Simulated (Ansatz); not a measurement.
# GaP (F-43m): spin-orbit coupling beyond the local functionals

How far does spin-orbit coupling move the gap of GaP (F-43m)?

Method: density functionals with and without spin-orbit coupling, plane waves, PAW, in Ansatz 0.2.0.

**What was measured.**

- Gap 2.25 ± 0.04 eV: optical gap from Tauc plot (fundamental, indirect); spectroscopic ellipsometry, Tauc-Lorentz fit and Tauc plot; 300 K; film (GaP layer on Si reference sample) on Si (“Assessment of GaPSb/Si tandem material association properties for photoelectrochemical cells”, 2020, arxiv:2002.02774).

### 1. Set-up

The structure is cubic, space group F-43m (No. 216). Conventional cell: a = 5.451 Å, b = 5.451 Å, c = 5.451 Å, α = 90.00°, β = 90.00°, γ = 90.00°. Nearest to Ga lie 4 P at 2.36 Å. Nearest to P lie 4 Ga at 2.36 Å. Farther neighbours are not listed.

The cell and positions come from the Crystallography Open Database and are kept as given unless a step says otherwise. The default PAW set here is soft_2. Its files were made with PBE.

### 2. HSE06, 4×4×4 mesh

This step: DFT, HSE06, plane waves, PAW.

input.yaml

```yaml
crystal:
  lattice:
    - [0.0, 2.72525, 2.72525]
    - [2.72525, 0.0, 2.72525]
    - [2.72525, 2.72525, 0.0]
  atoms:
    - { symbol: Ga, position: [0.0, 0.0, 0.0] }
    - { symbol: P, position: [0.25, 0.25, 0.25] }
kpoints:
  mp_grid: { grid: [4, 4, 4] }
  band_path:
    path:
      - [0.0, 0.0, 0.0]
      - [-0.5, -0.5, 0.0]
      - [-0.375, -0.375, 0.25]
      - [-0.375, 0.0, 0.375]
      - [0.0, 0.0, 0.5]
      - [-0.5, -0.25, 0.25]
      - [-0.45, -0.45, 0.0]
    npoints: 1
hamiltonian:
  xc: hse06
scf:
  occupations: { method: fixed }
  n_extra_bands: 4
output:
  eigenvalues: true
  write_density: true
  write_potential: true
  elf: true
  volumetric_format: npy
```

Run with:

```
ansatz run input.yaml --threads 2 --pin off --max-ram 92160MiB --backend cuda --events-out ev --progress --plain --runs-dir out --devices 1 --max-vram 13GiB  # rebuilt from the run's record
```

Numbers of over 12 decimals in the logs are rounded to 6 here.

The program printed:

```text
scf.n_extra_bands = 4 over 9 filled bands (N_el = 18.0): the run solves 13 bands
GPUs: using 1 of 1 available (devices: 1).
Engine: ansatz 0.2.0, x86_64-unknown-linux-gnu
Pseudopotentials: kind: paw
Pseudopotential: Ga, paw, valence charge 13, recommended cutoff 420 eV (normal), Ga.paw.azcp
Pseudopotential: P, paw, valence charge 5, recommended cutoff 420 eV (normal), P.paw.azcp
Functional definition: HSE06
  parameter a = 0.25
  parameter omega = 0.11/bohr
  exchange = pbe_x - a*pbe_x_sr(omega) + a*exact_x_sr(omega)
  correlation = pbe_c
davidson cushion auto → on  (no smearing: the cushion is to keep the highest requested band from converging to the state above it; pin scf.eigensolver.cushion to override)
device memory: the entry about to start is reckoned to put 0.6 GiB on a device that reports 58.9 GiB free (of which the cap on the GPU budget leaves the run 13.0 GiB)
GPU FFT provider: cuFFT
GPU libraries: cuBLAS 13.8.2, cuFFT 12.4.0, cuSOLVER 12.3.4
Crystal: 2 atoms, lattice volume = 40.481 Å³
Basis set: ecut = 420 eV, 749 PW (Γ)
Bands: 13, of which v1, the nominal top of the filled ones, is band 9 counted from 1 (8 counted from 0)
Symmetry: 24 space group operations
Space group: F-43m (ITA 216), of the structure as read, at distance tolerance 3.4e-5 Å
k-points: 8 of 64 (time reversal used)
Non-local potential: Ga, projectors of the file, l = 0: 2, l = 1: 2, l = 2: 3, l = 3: 1
Non-local potential: P, projectors of the file, l = 0: 2, l = 1: 2, l = 2: 2
PAW form: soft (Blöchl's): semilocal exchange-correlation on the pseudo side does not see the compensation charge
PAW frozen core: Ga, regenerated for the run's functional, and the local potential with it (the file was generated under x = pbe(κ = 0.804, μ = 0.219515), c = pbe(β = 0.066725))
PAW frozen core: P, regenerated for the run's functional, and the local potential with it (the file was generated under x = pbe(κ = 0.804, μ = 0.219515), c = pbe(β = 0.066725))
PAW one-centre angular grid: Ga, 590 points (default); XC on 64 Gauss nodes
PAW one-centre angular grid: P, 110 points (default); XC on 64 Gauss nodes
Initial density: superposition of atomic densities (neutral atoms: chi_scale 0, normalization atom), corrected by the library's trained network
Initial wavefunctions: pseudopotential atomic-orbital guess
GPU buffer pool allocated for 19683 grid points (all kernels)
GPU transforms: local potential and band sums: pruned to the plane-wave sphere, on 25×25×25
Functional: x = pbe(κ = 0.804, μ = 0.219515), c = pbe(β = 0.066725), warm-up for x = pbe(κ = 0.804, μ = 0.219515) + 0.25 (exact − pbe) at short range (hse, ω = 0.207870 Å⁻¹), c = pbe(β = 0.066725); HSE06 as pw.x's `hse` composes it (authors' and Libxc's form: `xc: wpbeh`)
[...]
SCF iter   6: F=—  HF=-4540.486899 eV  |F-HF|=—  |Δ(HF+E_count)|=   1.75e-4  Δρ=2.15e-4  dr2=8.31e-6  ethr=2.13e-8  ⟨swp⟩=4.1  Hψ=432  notcnv=0
SCF iter   7: F=-4540.486892 eV  HF=-4540.486892 eV  |F-HF|=1.04e-9  |Δ(HF+E_count)|=   7.39e-6  Δρ=9.73e-6  dr2=6.31e-8  ethr=2.13e-8  ⟨swp⟩=4.0  Hψ=376  notcnv=0
SCF 2 converged in 7 iterations: F = -4540.486892 eV  dr2 = 6.31e-8
[...]
hybrid outer 1: dexx = +7.673e-3 eV, tail = 2.18e-5 eV
GPU FFT provider: cuFFT
GPU libraries: cuBLAS 13.8.2, cuFFT 12.4.0, cuSOLVER 12.3.4
GPU buffer pool allocated for 19683 grid points (all kernels)
GPU transforms: local potential and band sums: pruned to the plane-wave sphere, on 25×25×25
Exchange kernel: α = 0.2500, screened, ω = 0.2079 Å⁻¹, Wigner–Seitz truncation, v(0) = 1021.1086 eV·Å³, q-mesh 4×4×4, nearest image of the exchange supercell L = 15.42 Å, pair-density grid 15×15×15, without the augmentation charges, whose exchange is taken in its separable form by FFT convolution over the k-point mesh (sized by the pseudopotential files, 24×24×24 at the most), smooth part of the exact exchange by density-matrix convolution in up to 954.7 MiB of GPU memory as planned if the GPU has room (build and FFT work areas not counted)
Frozen-core exchange: fock
[...]
SCF 3 converged in 3 iterations: F = -4540.486744 eV  dr2 = 4.97e-8
hybrid outer 2: dexx = +5.653e-7 eV, tail = 1.64e-7 eV, Δε = 2.62e-3 eV (about 2.62e-4 eV left of the loop's levels)
device memory: the entry about to start is reckoned to put 0.3 GiB on a device that reports 61.7 GiB free (of which the cap on the GPU budget leaves the run 13.0 GiB)
NSCF: frozen V_eff on 7 k-points
hybrid SCF converged: 2 outer / 10 inner (+2 warm-up), last move |dexx| = 5.65e-7 eV, tail = 1.64e-7 eV
Stability not checked: this state was not tested for a lower state beside it, because the functional holds exact exchange (a hybrid, or Hartree-Fock), whose exchange loop this test does not read (fock_operator; see scf.lower_state_search)
Free energy (F): -4540.486744 eV
Frozen-core exchange: fock
Harris-Foulkes:  -4540.486744 eV  (|F-HF|=3.61e-8)
Internal energy: -4540.486744 eV  (E = F + TS)
E sigma→0 (E₀):  -4540.486744 eV
Fermi energy:    6.665863 eV
--- Per-component energies (eV) ---
  E_band       = -95.320622
  E_kinetic    = 185.755152
  E_local      = -2204.595735  (includes V_loc(G=0)·N_el)
  E_nonlocal   = 460.179546
  E_hartree    = 1023.050567
  E_xc         = -105.686224
  E_vxc        = -95.885516  (∫ρ·V_xc dr)
  E_exx        = -56.321225  (= α·E_x^exact, valence–valence)
  E_paw        = -2530.260369  (= ΣΔE_a)
  E_vpaw       = -374.230804  (= ΣTr[D̂ρ^β])
  E_aug_tail   = -0.000107  (compensation charges beyond the density's cutoff)
  E_ewald      = -1312.644944
  E_core_change = 0.036594  (= ΣΔE_core)
  E_smearing   = -0.000000  (= −TS)
  E_closure    = -0.000000  (closes the sum)
  Σ components = -4540.486744   (vs F -4540.486744, Δ=-9.09e-13)
--- Band table (eV; the first three rows and the last of 8) ---
  k-point 0: bands = [... 5 lower, -7.0932, 6.6659, 6.6659, 6.6659, 9.5086, 11.4396, 11.4396, 11.4396]
  k-point 1: bands = [... 5 lower, -6.2595, 2.5121, 5.9572, 5.9572, 9.7312, 12.3471, 12.3471, 14.0919]
  k-point 2: bands = [... 5 lower, -4.8635, -0.5578, 5.4532, 5.4532, 9.2045, 12.2819, 12.2819, 15.9258]
  k-point 7: bands = [... 5 lower, -3.7883, -0.4108, 2.7830, 2.9830, 12.1799, 12.6542, 13.7101, 13.8052]
```

Run time: 6.2 s. Hardware: 1 × NVIDIA H100 80GB HBM3 (shared by 6 runs) with 2 threads of AMD EPYC 7R13 (Zen 3), shared host; peak memory 1 GiB.

In the SCF lines HF is the Harris–Foulkes energy and dr2 the Hartree energy of the density residual, in eV; the loop may stop once dr2 is under the threshold and the program's other checks hold. Hψ counts applications of the Hamiltonian.

Numbers from this step:

```yaml
gap: 2.277 eV
valence_top_at: Γ
conduction_bottom_at: k = (-0.450, -0.450, 0.000)
least_direct_gap: 2.843 eV
exact_exchange_fraction: 0.25
```

The gap is indirect, with the least direct gap 0.57 eV higher.

### 3. HSE06+SOC, 4×4×4 mesh

The many-body steps leave out spin-orbit coupling, so its effect is taken from a two-component run, with twice the bands.

This step: DFT, HSE06 with spin-orbit coupling, plane waves, PAW.

input.yaml: that of step 2 with these lines changed.

```diff
@@ -24,8 +24,7 @@
   occupations: { method: fixed }
-  n_extra_bands: 4
+  n_extra_bands: 8
+magnetization:
+  noncollinear: true
+  spin_orbit: true
 output:
   eigenvalues: true
-  write_density: true
-  write_potential: true
-  elf: true
-  volumetric_format: npy
```

The program printed:

```text
[...]
GPUs: using 1 of 1 available (devices: 1).
[...]
non-collinear run that drives no moment, with spin-orbit: no starting moment large enough to seed its density (crystal.atoms[].spin), no starting occupations that ask for one, no magnetisation constraint and no magnetic field, so the semilocal B_xc is pinned to zero
[...]
GPU FFT provider: cuFFT
GPU libraries: cuBLAS 13.8.2, cuFFT 12.4.0, cuSOLVER 12.3.4
Crystal: 2 atoms, lattice volume = 40.481 Å³
Basis set: ecut = 420 eV, 749 PW (Γ)
Bands: 26, of which v1, the nominal top of the filled ones, is band 18 counted from 1 (17 counted from 0)
Symmetry: 24 space group operations + 24 with time reversal
[...]
k-points: 8 of 64 (time reversal used)
Projection manifold: j_resolved (fully-relativistic pseudo-atomic orbitals)
[...]
GPU buffer pool allocated for 19683 grid points (all kernels)
[...]
SCF iter   1: F=—  HF=-4539.630759 eV  |F-HF|=—  |Δ(HF+E_count)|=         —  Δρ=4.33e-2  dr2=7.38e-1  dr2_m=0.00e0 (ungated)  ethr=1.00e-1  |M|=0.00e0 ∫|m|=0.00e0 μB  |m|>n=0.0e0 m-floor=0.0e0 τ_xc=0.0e0  β_m=0.30  ⟨swp⟩=4.5  Hψ=808  notcnv=0
[...]
SCF iter   5: F=-4539.490433 eV  HF=-4539.490404 eV  |F-HF|=2.92e-5  |Δ(HF+E_count)|=   1.55e-4  Δρ=5.68e-4  dr2=5.09e-5  dr2_m=0.00e0 (ungated)  ethr=3.84e-6  |M|=0.00e0 ∫|m|=0.00e0 μB  |m|>n=0.0e0 m-floor=0.0e0 τ_xc=0.0e0  ⟨swp⟩=4.0  Hψ=666  notcnv=0
SCF 1 stopped early in 5 iterations: F = -4539.490433 eV  dr2 = 5.09e-5
[...]
GPU FFT provider: cuFFT
GPU libraries: cuBLAS 13.8.2, cuFFT 12.4.0, cuSOLVER 12.3.4
Projection manifold: j_resolved (fully-relativistic pseudo-atomic orbitals)
[...]
GPU buffer pool allocated for 19683 grid points (all kernels)
[...]
Frozen-core exchange: fock
SCF iter   1: F=—  HF=-4539.852669 eV  |F-HF|=—  |Δ(HF+E_count)|=         —  Δρ=1.34e-2  dr2=2.90e-2  dr2_m=0.00e0 (ungated)  ethr=2.83e-6  |M|=0.00e0 ∫|m|=0.00e0 μB  |m|>n=0.0e0 m-floor=0.0e0 τ_xc=0.0e0  β_m=0.30  ⟨swp⟩=6.2  Hψ=1098  notcnv=0
[...]
SCF iter   6: F=-4539.844995 eV  HF=-4539.845000 eV  |F-HF|=4.76e-6  |Δ(HF+E_count)|=   9.78e-5  Δρ=1.52e-4  dr2=4.93e-6  dr2_m=0.00e0 (ungated)  ethr=4.78e-9  |M|=0.00e0 ∫|m|=0.00e0 μB  |m|>n=0.0e0 m-floor=0.0e0 τ_xc=0.0e0  ⟨swp⟩=4.9  Hψ=903  notcnv=0
SCF 2 stopped early in 6 iterations: F = -4539.844995 eV  dr2 = 4.93e-6
hybrid outer 1: dexx = +7.678e-3 eV, tail = 3.59e-5 eV
GPU FFT provider: cuFFT
GPU libraries: cuBLAS 13.8.2, cuFFT 12.4.0, cuSOLVER 12.3.4
Projection manifold: j_resolved (fully-relativistic pseudo-atomic orbitals)
GPU buffer pool allocated for 19683 grid points (all kernels)
[...]
Frozen-core exchange: fock
SCF iter   1: F=—  HF=-4539.844850 eV  |F-HF|=—  |Δ(HF+E_count)|=         —  Δρ=3.38e-5  dr2=7.70e-7  dr2_m=0.00e0 (ungated)  ethr=9.98e-7  |M|=0.00e0 ∫|m|=0.00e0 μB  |m|>n=0.0e0 m-floor=0.0e0 τ_xc=0.0e0  β_m=0.30  ⟨swp⟩=2.9  Hψ=492  notcnv=0
[...]
SCF iter   3: F=-4539.844852 eV  HF=-4539.844852 eV  |F-HF|=8.86e-9  |Δ(HF+E_count)|=   6.14e-8  Δρ=7.69e-6  dr2=1.39e-8  dr2_m=0.00e0 (ungated)  ethr=6.59e-11  |M|=0.00e0 ∫|m|=0.00e0 μB  |m|>n=0.0e0 m-floor=0.0e0 τ_xc=0.0e0  ⟨swp⟩=2.5  Hψ=1020  notcnv=0
SCF 3 converged in 3 iterations: F = -4539.844852 eV  dr2 = 1.39e-8
[...]
NSCF: frozen V_eff on 7 k-points
[...]
Magnetization: |M| = 0.0000 μB,  M = (+0.0000, +0.0000, +0.0000) μB
Absolute magnetization: 0.0000 μB (∫|m|)
  site 0: m = (+0.0000, +0.0000, +0.0000) μB, |m| = 0.0000 μB  (R = 0.97 Å)
  site 1: m = (+0.0000, +0.0000, +0.0000) μB, |m| = 0.0000 μB  (R = 0.97 Å)
Free energy (F): -4539.844852 eV
Frozen-core exchange: fock
[...]
Internal energy: -4539.844852 eV  (E = F + TS)
E sigma→0 (E₀):  -4539.844852 eV
Fermi energy:    6.697124 eV
[...]
--- Band table (eV; the first three rows and the last of 8) ---
  k-point 0: bands = [... 14 lower, 6.6971, 6.6971, 6.6971, 6.6971, 9.5085, 9.5085, 11.3269, 11.3269, ... 4 higher]
  k-point 1: bands = [... 14 lower, 5.9212, 5.9212, 5.9905, 5.9947, 9.7307, 9.7307, 12.3000, 12.3000, ... 4 higher]
  k-point 2: bands = [... 14 lower, 5.4147, 5.4147, 5.4909, 5.4909, 9.2044, 9.2044, 12.2519, 12.2519, ... 4 higher]
  k-point 7: bands = [... 14 lower, 2.7713, 2.7925, 2.9561, 3.0106, 12.1772, 12.1828, 12.6405, 12.6683, ... 4 higher]
```

Elapsed: 17 s, on 1 × NVIDIA H100 80GB HBM3 (shared by 6 runs) with 2 threads; peak memory 1.1 GiB.

Numbers from this step:

| Quantity | Value |
| --- | --- |
| gap | 2.246 eV |
| valence top at | Γ |
| conduction bottom at | k = (-0.450, -0.450, 0.000) |
| least direct gap | 2.811 eV |
| exact-exchange fraction | 0.25 |

The gap stands −0.03 eV against HSE06.

### 4. Together

Times are wall times on 1 × NVIDIA H100 80GB HBM3 (shared by 6 runs) with 2 threads of AMD EPYC 7R13 (Zen 3), shared host, good to a factor of about two.

```
level  gap (eV)  with coupling (eV)  change (eV)   time  with coupling
HSE06      2.28                2.25        −0.03  6.2 s           17 s
```

### 5. Outcome

```
HSE06     : 2.28 eV
HSE06+SOC : 2.25 eV
```

What this shows: Spin-orbit coupling changes the gap by −0.03 eV and the least direct gap by −0.03 eV. Against experiment, by HSE06+SOC: the gap of 2.25 eV lies −0.004 eV from the measured 2.25 ± 0.04 eV (indirect, 300 K, on Si, 2020). The lattice is static and excitons are left out.

[Paths, hosts, dates, memory and timing lines, banners, echoed tables and standing remarks are left out of the program output.]

[Logs are printed without paths, hosts, clocks, repeated set-up lines and the standing remarks that a program may print on its own settings, such as how far it seeks lower states.]

[Runs of the session that timed out or met a known fault of the program may be left out.]

[Cells called generated may have been cut or substituted from an entry of the Crystallography Open Database or the Materials Project.]

[Hosts, paths, dates, database ids (printed as entryN), source tags and the programs' standing remarks are cut or masked in the printed files.]
